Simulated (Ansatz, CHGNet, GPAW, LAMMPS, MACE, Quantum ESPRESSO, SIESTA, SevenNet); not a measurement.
# Which run comes nearest? Glassy 55SiO2-9Al2O3-9FeO-9MgO-14CaO-5Na2O (mol %) (63 atoms)

Density of this cell: 2.85 g/cm³. The cell holds 63 atoms: 12 Si, 4 Al, 2 Fe, 2 Mg, 3 Ca, 2 Na and 38 O. Cell: a = 9.297 Å, b = 9.297 Å, c = 9.297 Å, α = 90.0°, β = 90.0°, γ = 90.0°. 63 atoms (12 Si, 4 Al, 2 Fe, 2 Mg, 3 Ca, 2 Na, 38 O) placed at random at 2.67 g/cm³, melted at 3000 K for 20 ps at fixed volume with the Buckingham and Coulomb pair potential of Guillot and Sator (Geochim. Cosmochim. Acta 71, 1249 (2007)) with the boron terms of Wang et al. (J. Non-Cryst. Solids 498, 294 (2018)). Quenched from 3000 K to 300 K at 1000 K/ps and fixed volume, held 10 ps at zero pressure.

Geometry: as built.

The reference, a calculation:

| Quantity | Value |
| --- | --- |
| method | Kohn-Sham DFT, PBE, SSSP efficiency 1.3.0 pseudopotentials, plane waves (Quantum ESPRESSO 7.5); sssp-pbe-1.3.0-efficiency, cutoffs 60/480 Ry, Γ point |
| r.m.s. force component | 1.009 eV/Å |
| longest force | 3.842 eV/Å |
| pressure | 3.363 GPa |
| gap (highest filled to lowest empty level) | 0.4243 eV |
| time | 6.5 min on 4 MPI ranks of Arm Neoverse V1, shared host |
| CPU time | 26 min |

**Question.** The same geometry is run in other programs. How far does each lie from the reference, and what does it cost?
- GPAW PBE, grid h 0.2 Å (GPAW 26.7.0; 4 MPI ranks)
- SIESTA PBE, DZP, shift 0.01 Ry, mesh 500 Ry (SIESTA 5.4.2; 4 MPI ranks)
- SIESTA revPBE, PBE potentials, DZP, shift 0.01 Ry, mesh 500 Ry (SIESTA 5.4.2; 4 MPI ranks)
- GPAW PBE, LCAO dzp, h 0.25 Å (GPAW 26.7.0; 1 thread)
- CHGNet r2SCAN potential (CHGNet r2SCAN; 1 thread)
- MACE MP-0b2 small potential (MACE MP-0b2 small; 1 thread)
- QE PBE+D3(BJ), sssp-1.3.0-efficiency, 60/480 Ry (Quantum ESPRESSO 7.5; 4 MPI ranks)
- GPAW PBE, plane waves 600 eV (GPAW 26.7.0; 2 MPI ranks)
- SIESTA PBE, DZP, shift 0.04 Ry, mesh 500 Ry (SIESTA 5.4.2; 2 MPI ranks)
- GPAW PBE, LCAO dzp, h 0.18 Å (GPAW 26.7.0; 1 thread)

Differences are against the plane-wave reference, forces as r.m.s. over components; share is that over the reference's r.m.s. force, slope the least-squares factor from reference forces to these. Total energies of different programs have different zeros and aren't compared.

```tsv
run	Δ force, r.m.s. (meV/Å)	share (%)	slope	Δ pressure (GPa)	Δ gap (eV)	cores	CPU time	memory (GiB)
reference	-	-	-	-	-	4	26 min	2.6
GPAW PBE, grid h 0.2 Å	110	10.9	1.038	-	-0.0082	4	19 min	3.2
SIESTA PBE, DZP, shift 0.01 Ry, mesh 500 Ry	236	23.4	1.089	2.22	-0.0743	4	28 min	2.4
SIESTA revPBE, PBE potentials, DZP, shift 0.01 Ry, mesh 500 Ry	237	23.5	1.091	3.87	-0.0509	4	30 min	2.4
GPAW PBE, LCAO dzp, h 0.25 Å (coarse)	910	90.2	1.150	-	-0.0444	1	7.4 min	0.76
CHGNet r2SCAN potential	337	33.4	0.721	-4.70	-	1	3.9 s	1.1
MACE MP-0b2 small potential	155	15.3	0.915	-0.0986	-	1	6.6 s	0.67
QE PBE+D3(BJ), sssp-1.3.0-efficiency, 60/480 Ry	6.16	0.611	1.001	-2.25	0	4	26 min	2.6
GPAW PBE, plane waves 600 eV	119	11.8	1.042	-2.19	-0.0066	2	18 min	2.0
SIESTA PBE, DZP, shift 0.04 Ry, mesh 500 Ry (coarse)	331	32.8	1.085	-9.79	0.0489	2	13 min	1.4
GPAW PBE, LCAO dzp, h 0.18 Å	328	32.5	1.135	-	-0.0388	1	20 min	1.5
```

Rows marked coarse were listed beforehand as settings not expected to be converged; some can still land near the reference.

Times of the machine-learned potentials are mostly Python's start and the loading of weights.

CPU time is summed over cores on a shared host, where runs went side by side, so it is rough. Symmetry, cutoffs, thresholds, outputs and thread counts weren't matched or tuned between programs; memory under MPI is the largest rank's times the ranks.

PBE on plane waves or a grid with other potentials, cutoffs or grids, coarse settings apart, differs from the reference by 11 % (GPAW PBE, grid h 0.2 Å) to 12 % (GPAW PBE, plane waves 600 eV) of the r.m.s. force; potentials, valence shells or grid differ, and the table alone doesn't part them. The PBE runs in local orbitals, coarse settings apart, differ by 23 % (SIESTA PBE, DZP, shift 0.01 Ry, mesh 500 Ry) to 32 % (GPAW PBE, LCAO dzp, h 0.18 Å); basis, grid and potentials can all enter. Machine-learned potentials differ by 15 % (MACE MP-0b2 small potential) to 33 % (CHGNet r2SCAN potential); they were trained on other programs' data, some at another functional, the PBE(+U) sets with a Hubbard term on some transition metals in oxides and fluorides. In the reference's own program, potentials and cutoffs, a change of model alone moves forces by 0.61 % (QE PBE+D3(BJ), sssp-1.3.0-efficiency, 60/480 Ry). Machine-learned potentials mimic data converged in k, so the reference's own k-point error enters their differences. The network of bonds at the start is that of the classical potential that made the cell, and needn't be the one that DFT or experiment would give. The electronic-structure runs sample only Γ, in a cell whose shortest periodic width is 9 Å.

[Logs are printed without paths, hosts, clocks, repeated set-up lines and the standing remarks that a program may print on its own settings, such as how far it seeks lower states.]

[Hosts, paths, dates, database ids (printed as entryN), source tags and the programs' standing remarks are cut or masked in the printed files.]
